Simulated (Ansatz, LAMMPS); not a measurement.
## Amorphous HfO2 at 7.65 g/cm^3 (78 atoms): geometry optimisation

How does amorphous HfO2 at 7.65 g/cm^3 (78 atoms) relax, and what do bonds, charges and levels look like afterwards?

Main program and level: Ansatz 0.2.0; Kohn-Sham DFT, PBE, PAW (set soft_2), plane waves.

**1. Set-up**

The cell holds 78 atoms: 26 Hf and 52 O. Its edges and angles: a = 10.591 Å, b = 10.591 Å, c = 10.591 Å, α = 90.0°, β = 90.0°, γ = 90.0°. 78 atoms (26 Zr, 52 O) placed at random at 4.48 g/cm³, melted at 5000 K for 10 ps at fixed volume with the Morse and Coulomb pair potential with partial charges (Pedone, Malavasi, Menziani, Cormack and Segre, J. Phys. Chem. B 110, 11780 (2006)). Quenched from 5000 K to 300 K at 50 K/ps and fixed volume, held 5 ps, then minimised at fixed cell. Then Zr was replaced by Hf (the potential has no terms for the new elements, so the cell is a start for a DFT relaxation). The density is one point of a scan and needn't be that of the real material.

Limits known from the start: The quench rate of 50 K/ps is many orders above laboratory rates, so the cell is likely richer in defects and strain than a real sample. The network of bonds at the start is that of the classical potential that made the cell. Only the Γ point is sampled in the main run, in a cell whose shortest periodic width is 11 Å. The levels lack spin–orbit coupling, which is large for the heavy elements here.

**2. How the cell was made**

A classical potential supplies the starting structure, since it reaches far longer times than DFT.

This step: classical MD, Morse and Coulomb pair potential with partial charges (Pedone, Malavasi, Menziani, Cormack and Segre, J. Phys. Chem. B 110, 11780 (2006)) (LAMMPS 22 Jul 2025 - Update 4).

File in.lmp:

```
# melt-quench of Zr26O52
units metal
atom_style charge
boundary p p p
region box block 0 10.5908 0 10.5908 0 10.5908
create_box 2 box
mass 1 91.2240   # Zr
mass 2 15.9990   # O
create_atoms 1 random 26 33978 NULL overlap 1.5 maxtry 2000
create_atoms 2 random 52 33985 NULL overlap 1.5 maxtry 2000
pair_style hybrid/overlay pedone 5.5 coul/long 8.0
pair_coeff * * coul/long
pair_coeff 1 2 pedone 0.206237 2.479675 2.436997 1   # Zr-O
pair_coeff 2 2 pedone 0.042395 1.379316 3.618701 22   # O-O
set type 1 charge 2.4
set type 2 charge -1.2
kspace_style pppm 1.0e-4
neigh_modify delay 0 every 1 check yes
thermo_style custom step time temp pe press density
thermo_modify norm yes
timestep 0.002
thermo 100
min_style cg
minimize 1e-4 1e-4 200 2000
reset_timestep 0
velocity all create 5000 33979 mom yes dist gaussian
fix lim all nve/limit 0.05
fix lan all langevin 5000 5000 0.2 33980 zero yes
thermo 500
run 1000 post no
unfix lim
unfix lan
thermo 833
fix md all nvt temp 5000 5000 0.2
run 5000 post no
unfix md
thermo 4700
fix md all nvt temp 5000 300 0.2
run 47000 post no
unfix md
thermo 1250
fix md all nvt temp 300 300 0.2
run 2500 post no
unfix md
thermo 100
min_style cg
minimize 0 1e-3 2000 20000
write_dump all custom glass.dump id type xs ys zs modify sort id
```

Started as:

```console
$ lmp -in in.lmp -log none -nocite
```

Numbers of over 12 decimals in the logs are rounded to 6 here.

Output:

```text
LAMMPS (22 Jul 2025 - Update 4)
Created orthogonal box = (0 0 0) to (10.5908 10.5908 10.5908)
Created 26 atoms
Created 52 atoms
PPPM initialization ...
  G vector (1/distance) = 0.38506405
  grid = 12 12 12
  estimated relative force accuracy = 5.5814939e-05
   Step          Time           Temp          PotEng         Press         Density
         0   0              0             -1.7991964      907276.55      4.4784153
        71   0.142          0             -14.974585     -46214.685      4.4784153
Loop time of 0.315179 s on 1 MPI rank(s) for 71 steps with 78 atoms
Minimization stats:
  Stopping criterion = energy tolerance
  Energy initial, next-to-last, final =
     -1.79919641120928   -14.973249169031  -14.9745850600054
  Force two-norm initial, final = 300.13847 2.4517234
  Iterations, force evaluations = 71 89
   Step          Time           Temp          PotEng         Press         Density
         0   0              5000          -14.974585     -1468.2779      4.4784153
       500   1              2208.2975     -14.726834     -13146.871      4.4784153
      1000   2              2348.7523     -14.728442     -25917.136      4.4784153
Loop time of 1.58148 s on 1 MPI rank(s) for 1000 steps with 78 atoms
   Step          Time           Temp          PotEng         Press         Density
[... 2 lines left out ...]
      2499   4.998          4758.6611     -14.328246      29400.15       4.4784153
      3332   6.664          4364.5537     -14.258248      28808.004      4.4784153
      4165   8.33           4830.8185     -14.154053      62321.439      4.4784153
      4998   9.996          5178.1926     -14.265804      4946.3598      4.4784153
      5831   11.662         6038.0205     -14.286544     -37421.693      4.4784153
[... 1 line left out ...]
Loop time of 7.39079 s on 1 MPI rank(s) for 5000 steps with 78 atoms
   Step          Time           Temp          PotEng         Press         Density
[... 12 lines left out ...]
Loop time of 62.1095 s on 1 MPI rank(s) for 47000 steps with 78 atoms
   Step          Time           Temp          PotEng         Press         Density
[... 2 lines left out ...]
     55000   110            313.63022     -15.106963     -58193.465      4.4784153
     55500   111            324.34903     -15.101073     -65206.577      4.4784153
Loop time of 3.19911 s on 1 MPI rank(s) for 2500 steps with 78 atoms
   Step          Time           Temp          PotEng         Press         Density
     55500   111            324.34903     -15.101073     -65206.577      4.4784153
     55512   111.024        324.34903     -15.143821     -65157.816      4.4784153
Loop time of 0.0919037 s on 1 MPI rank(s) for 12 steps with 78 atoms
Minimization stats:
  Stopping criterion = linesearch alpha is zero
  Energy initial, next-to-last, final =
     -15.1010731088355  -15.1438205145852  -15.1438205145852
  Force two-norm initial, final = 11.893331 0.46422321
  Iterations, force evaluations = 12 57
```

The job ended after 75 s (1 thread of Intel Xeon at 2.80GHz (Skylake/Cascade Lake), shared host; peak memory 0.63 GiB).

**3. Single point at the start**

The forces at the start show how far the geometry lies from a minimum of this functional.

File input.yaml:

```yaml
crystal:
  lattice:
    - [10.5908, 0.0, 0.0]
    - [0.0, 10.5908, 0.0]
    - [0.0, 0.0, 10.5908]
  atoms:
    - { symbol: Hf, position: [0.46074, 0.62498, 0.27267] }
    - { symbol: Hf, position: [0.13756, 0.7163, 0.20324] }
    - { symbol: Hf, position: [0.73519, 0.6017, 0.77211] }
    - { symbol: Hf, position: [0.6849, 0.3773, 0.06194] }
    - { symbol: Hf, position: [0.97071, 0.87257, 0.90177] }
    - { symbol: Hf, position: [0.49674, 0.63959, 0.97774] }
    - { symbol: Hf, position: [0.80765, 0.54463, 0.27897] }
    - { symbol: Hf, position: [0.15613, 0.499, 0.42835] }
    - { symbol: Hf, position: [0.2356, 0.69152, 0.71015] }
    - { symbol: Hf, position: [0.96949, 0.19299, 0.90425] }
    - { symbol: Hf, position: [0.47513, 0.40664, 0.56291] }
    - { symbol: Hf, position: [0.98573, 0.52805, 0.94462] }
    - { symbol: Hf, position: [0.64364, 0.87192, 0.26492] }
    - { symbol: Hf, position: [0.45686, 0.88977, 0.81532] }
    - { symbol: Hf, position: [0.23169, 0.20292, 0.34953] }
    - { symbol: Hf, position: [0.3343, 0.02296, 0.15392] }
    - { symbol: Hf, position: [0.23244, 0.39047, 0.08675] }
    - { symbol: Hf, position: [0.20626, 0.3718, 0.72012] }
    - { symbol: Hf, position: [0.94776, 0.74005, 0.47414] }
    - { symbol: Hf, position: [0.85093, 0.41183, 0.59919] }
    - { symbol: Hf, position: [0.45779, 0.95562, 0.50222] }
    - { symbol: Hf, position: [0.66529, 0.09882, 0.05656] }
    - { symbol: Hf, position: [0.43194, 0.17692, 0.84656] }
    - { symbol: Hf, position: [0.73282, 0.1946, 0.39904] }
    - { symbol: Hf, position: [0.97453, 0.98057, 0.2063] }
    - { symbol: Hf, position: [0.98219, 0.08542, 0.6093] }
    - { symbol: O, position: [0.28438, 0.83333, 0.15414] }
    - { symbol: O, position: [0.99406, 0.59079, 0.33868] }
    - { symbol: O, position: [0.89159, 0.09791, 0.3379] }
    - { symbol: O, position: [0.85075, 0.49363, 0.09253] }
    - { symbol: O, position: [0.63765, 0.51594, 0.92861] }
    - { symbol: O, position: [0.87286, 0.4481, 0.79704] }
    - { symbol: O, position: [0.4928, 0.80333, 0.37212] }
    - { symbol: O, position: [0.05375, 0.41495, 0.57439] }
    - { symbol: O, position: [0.38966, 0.52815, 0.09921] }
    - { symbol: O, position: [0.26591, 0.61543, 0.31436] }
    - { symbol: O, position: [0.12618, 0.56664, 0.07816] }
    - { symbol: O, position: [0.32329, 0.2275, 0.16646] }
    - { symbol: O, position: [0.63825, 0.00546, 0.41618] }
    - { symbol: O, position: [0.51355, 0.54205, 0.43494] }
    - { symbol: O, position: [0.2962, 0.35893, 0.46353] }
    - { symbol: O, position: [0.55926, 0.73764, 0.13494] }
    - { symbol: O, position: [0.77841, 0.95821, 0.14606] }
    - { symbol: O, position: [0.57094, 0.26252, 0.4767] }
    - { symbol: O, position: [0.1325, 0.53804, 0.80844] }
    - { symbol: O, position: [0.59144, 0.0134, 0.89656] }
    - { symbol: O, position: [0.77844, 0.73337, 0.3342] }
    - { symbol: O, position: [0.35153, 0.02291, 0.94395] }
    - { symbol: O, position: [0.92161, 0.03306, 0.79337] }
    - { symbol: O, position: [0.99422, 0.03897, 0.01777] }
    - { symbol: O, position: [0.38995, 0.29216, 0.6973] }
    - { symbol: O, position: [0.69362, 0.23308, 0.2039] }
    - { symbol: O, position: [0.88222, 0.69275, 0.87649] }
    - { symbol: O, position: [0.79567, 0.22899, 0.97818] }
    - { symbol: O, position: [0.12286, 0.66641, 0.54451] }
    - { symbol: O, position: [0.65444, 0.45881, 0.65743] }
    - { symbol: O, position: [0.83868, 0.2157, 0.57838] }
    - { symbol: O, position: [0.35871, 0.04994, 0.36318] }
    - { symbol: O, position: [0.92669, 0.9062, 0.5648] }
    - { symbol: O, position: [0.11856, 0.8253, 0.78966] }
    - { symbol: O, position: [0.32603, 0.52409, 0.65206] }
    - { symbol: O, position: [0.4556, 0.04133, 0.68793] }
    - { symbol: O, position: [0.13153, 0.1345, 0.50036] }
    - { symbol: O, position: [0.37698, 0.82279, 0.63859] }
    - { symbol: O, position: [0.28977, 0.31865, 0.90723] }
    - { symbol: O, position: [0.5303, 0.00289, 0.16067] }
    - { symbol: O, position: [0.1503, 0.0669, 0.22161] }
    - { symbol: O, position: [0.35908, 0.72398, 0.87123] }
    - { symbol: O, position: [0.03806, 0.83572, 0.32577] }
    - { symbol: O, position: [0.55199, 0.25098, 0.98285] }
    - { symbol: O, position: [0.05443, 0.34376, 0.99063] }
    - { symbol: O, position: [0.62966, 0.50869, 0.20287] }
    - { symbol: O, position: [0.59687, 0.73863, 0.82708] }
    - { symbol: O, position: [0.84401, 0.61634, 0.5955] }
    - { symbol: O, position: [0.80989, 0.39705, 0.4051] }
    - { symbol: O, position: [0.00778, 0.8062, 0.08437] }
    - { symbol: O, position: [0.14896, 0.37041, 0.27228] }
    - { symbol: O, position: [0.07755, 0.22135, 0.7459] }
kpoints:
  mp_grid: { grid: [1, 1, 1] }
hamiltonian:
  xc: pbe
scf:
  occupations: { method: fermi_dirac, width: 0.025 }
output:
  forces: true
```

Started as:

```console
$ ansatz run input.yaml --threads 4 --pin off --max-ram 8192MiB --backend cpu --events-out ev --progress --plain --runs-dir out
```

Output:

```text
Engine: ansatz 0.2.0, aarch64-unknown-linux-gnu
Pseudopotentials: kind: paw
Pseudopotential: Hf, paw, valence charge 26, recommended cutoff 420 eV (normal), Hf.paw.azcp
Pseudopotential: O, paw, valence charge 6, recommended cutoff 420 eV (normal), O.paw.azcp
[... 5 lines on functional and potentials left out ...]
Crystal: 78 atoms, lattice volume = 1187.918 Å³
Basis set: ecut = 420 eV, 23127 PW (Γ), exchange–correlation on 144×144×144 points (8 copies of the dense FFT grid, shifted against one another)
Bands: 572, of which v1, the nominal top of the filled ones, is band 494 counted from 1 (493 counted from 0)
Symmetry: 1 space group operations
Space group: P1 (ITA 1), of the structure as read, at distance tolerance 1.1e-4 Å
k-points: 1
[... 5 lines on functional and potentials left out ...]
Initial density: superposition of atomic densities (neutral atoms: chi_scale 0, normalization atom), corrected by the library's trained network
Initial wavefunctions: pseudopotential atomic-orbital guess
Functional: x = pbe(κ = 0.804, μ = 0.219515), c = pbe(β = 0.066725)
SCF iter   1: F=—  HF=-438385.094482 eV  |F-HF|=—  |Δ(HF+E_count)|=         —  Δρ=4.16e-3  dr2=2.13e-1  ethr=1.77e-3  ⟨swp⟩=5.0  Hψ=1760  notcnv=0  defer=55
preconditioner: auto → Resta (q_TF=auto, 2.646 Å⁻¹)  ε∞=4.8  [insulator: Δε(μ)=3.058 eV  Ē_g=16.908 eV  σ=0.025 eV  W_gap=1.00  n_scr=364 (ndim 8)  ℏωp=33.0 eV  f_vac=0.202  D(μ)=0.00/eV (n_scr^D=0)  ε∞_Penn≈4.8]
SCF iter   2: F=—  HF=-438385.078424 eV  |F-HF|=—  |Δ(HF+E_count)|=   1.61e-2  Δρ=2.06e-3  dr2=4.41e-2  ethr=2.16e-5  ⟨swp⟩=2.0  Hψ=1058  notcnv=0  defer=69
SCF iter   3: F=—  HF=-438385.080596 eV  |F-HF|=—  |Δ(HF+E_count)|=   2.17e-3  Δρ=9.31e-4  dr2=1.50e-2  ethr=4.46e-6  ⟨swp⟩=3.0  Hψ=859  notcnv=0  defer=69
SCF iter   4: F=—  HF=-438385.082966 eV  |F-HF|=—  |Δ(HF+E_count)|=   2.37e-3  Δρ=2.72e-4  dr2=1.46e-3  ethr=1.52e-6  ⟨swp⟩=4.0  Hψ=860  notcnv=0  defer=69
SCF iter   5: F=—  HF=-438385.083454 eV  |F-HF|=—  |Δ(HF+E_count)|=   4.88e-4  Δρ=1.78e-4  dr2=5.16e-4  ethr=1.48e-7  ⟨swp⟩=2.0  Hψ=997  notcnv=0  defer=69
SCF iter   6: F=—  HF=-438385.083724 eV  |F-HF|=—  |Δ(HF+E_count)|=   2.70e-4  Δρ=6.23e-5  dr2=7.76e-5  ethr=5.22e-8  ⟨swp⟩=2.0  Hψ=995  notcnv=0  defer=69
SCF iter   7: F=—  HF=-438385.086012 eV  |F-HF|=—  |Δ(HF+E_count)|=   2.29e-3  Δρ=4.96e-5  dr2=3.40e-5  ethr=7.85e-9  ⟨swp⟩=2.0  Hψ=1052  notcnv=0  defer=69
SCF iter   8: F=—  HF=-438385.086021 eV  |F-HF|=—  |Δ(HF+E_count)|=   8.71e-6  Δρ=1.82e-5  dr2=5.47e-6  ethr=3.44e-9  ⟨swp⟩=2.0  Hψ=989  notcnv=0  defer=69
SCF iter   9: F=—  HF=-438385.086025 eV  |F-HF|=—  |Δ(HF+E_count)|=   3.90e-6  Δρ=8.26e-6  dr2=9.58e-7  ethr=5.54e-10  ⟨swp⟩=2.0  Hψ=997  notcnv=0  defer=69
SCF iter  10: F=—  HF=-438385.086026 eV  |F-HF|=—  |Δ(HF+E_count)|=   4.43e-7  Δρ=5.99e-6  dr2=4.29e-7  ethr=9.69e-11  ⟨swp⟩=2.0  Hψ=995  notcnv=0  defer=69
SCF iter  11: F=-438385.086026 eV  HF=-438385.086026 eV  |F-HF|=2.68e-8  |Δ(HF+E_count)|=   8.93e-8  Δρ=1.94e-6  dr2=5.89e-8  ethr=1.01e-11  ⟨swp⟩=2.0  Hψ=2057  notcnv=0
SCF 1 converged in 11 iterations: F = -438385.086026 eV  dr2 = 5.89e-8
  greatest PAW one-centre occupation: 0.999 electrons in one spin orbital (limit 2), on the Hf atom at site 11 (counted from 0), in its partial waves of l = 0
SCF converged after 11 iterations
Free energy (F): -438385.086026 eV
Harris-Foulkes:  -438385.086026 eV  (|F-HF|=2.68e-8)
Internal energy: -438385.086026 eV  (E = F + TS)
E sigma→0 (E₀):  -438385.086026 eV
Fermi energy:    11.088706 eV
--- Per-component energies (eV) ---
  E_band       = -4881.097889
  E_kinetic    = 19900.308378
  E_local      = -201497.586545  (includes V_loc(G=0)·N_el)
  E_nonlocal   = -29839.392413
  E_hartree    = 91528.989132
  E_xc         = -11584.951039
  E_vxc        = -11744.767310  (∫ρ·V_xc dr)
  E_paw        = -188297.732094  (= ΣΔE_a)
  E_vpaw       = 35242.235182  (= ΣTr[D̂ρ^β])
  E_aug_tail   = 0.127505  (compensation charges beyond the density's cutoff)
  E_ewald      = -118594.848949
  E_smearing   = -0.000000  (= −TS)
  E_closure    = 0.000000  (closes the sum)
  Σ components = -438385.086026   (vs F -438385.086026, Δ=0.00e0)
--- Forces (eV/Å), atoms counted from 1 ---
  atom   1  Hf    -0.03279954    -0.83426092     2.35001460
  atom   2  Hf     0.57678594     1.34185766    -0.73040386
  atom   3  Hf    -0.54618787     0.20407886    -0.07166178
  atom   4  Hf    -0.12640993     0.63311626     0.47975801
  atom   5  Hf     1.64959517    -0.87885469    -1.11056549
  atom   6  Hf     0.34488362     0.12175458     0.60373116
  atom   7  Hf    -0.36456785    -0.06933570     0.00225076
  atom   8  Hf     0.22463546    -0.77426180     0.39602204
  atom   9  Hf    -0.49323138    -0.11195134    -0.34384492
  atom  10  Hf    -0.45545037    -0.72192053     1.11225633
  atom  11  Hf     1.57838885    -0.02480390    -1.59772016
  atom  12  Hf     0.55427734     0.13026604    -0.21643373
  atom  13  Hf     0.21716375     0.35371973     0.20249560
  atom  14  Hf     0.49255659     0.31299892     0.00616649
[...]
atom  77  O     -0.06958128    -0.01296539    -0.35223382
  atom  78  O     -0.14529401    -0.13805748     0.01070951
  max |Σ_I F_I| component: 3.19e-5 eV/Å
```

It took 21 s on 4 threads of Arm Neoverse V2, shared host; peak memory 1.9 GiB.

The run gave:

* free energy: -438385.0860 eV
* free energy per atom: -5620.3216 eV/atom
* SCF cycles: 11
* r.m.s. force component: 0.5453 eV/Å
* longest force: 2.494 eV/Å
* Fermi energy: 11.09 eV

The r.m.s. force component of 0.55 eV/Å sets the starting point.

Neighbours are counted within 2.82 Å (O-Hf).

Length of the force by element and coordination:

| element | coordination | atoms | mean length of the force (eV/Å) | spread | least | most |
| --- | --- | --- | --- | --- | --- | --- |
| Hf | all | 26 | 1.22 | 0.612 | 0.371 | 2.49 |
| Hf | 5 | 6 | 1.27 | 0.585 | 0.371 | 2.17 |
| Hf | 6 | 20 | 1.21 | 0.620 | 0.462 | 2.49 |
| O | all | 52 | 0.551 | 0.318 | 0.137 | 1.67 |
| O | 2 | 7 | 0.885 | 0.484 | 0.370 | 1.67 |
| O | 3 | 44 | 0.492 | 0.244 | 0.137 | 1.39 |
| O | 4 | 1 | 0.803 | 0 | 0.803 | 0.803 |

(Continued in part 2 of 4.)

[Logs are printed without paths, hosts, clocks, repeated set-up lines and the standing remarks that a program may print on its own settings, such as how far it seeks lower states.]

[Hosts, paths, dates, database ids (printed as entryN), source tags and the programs' standing remarks are cut or masked in the printed files.]
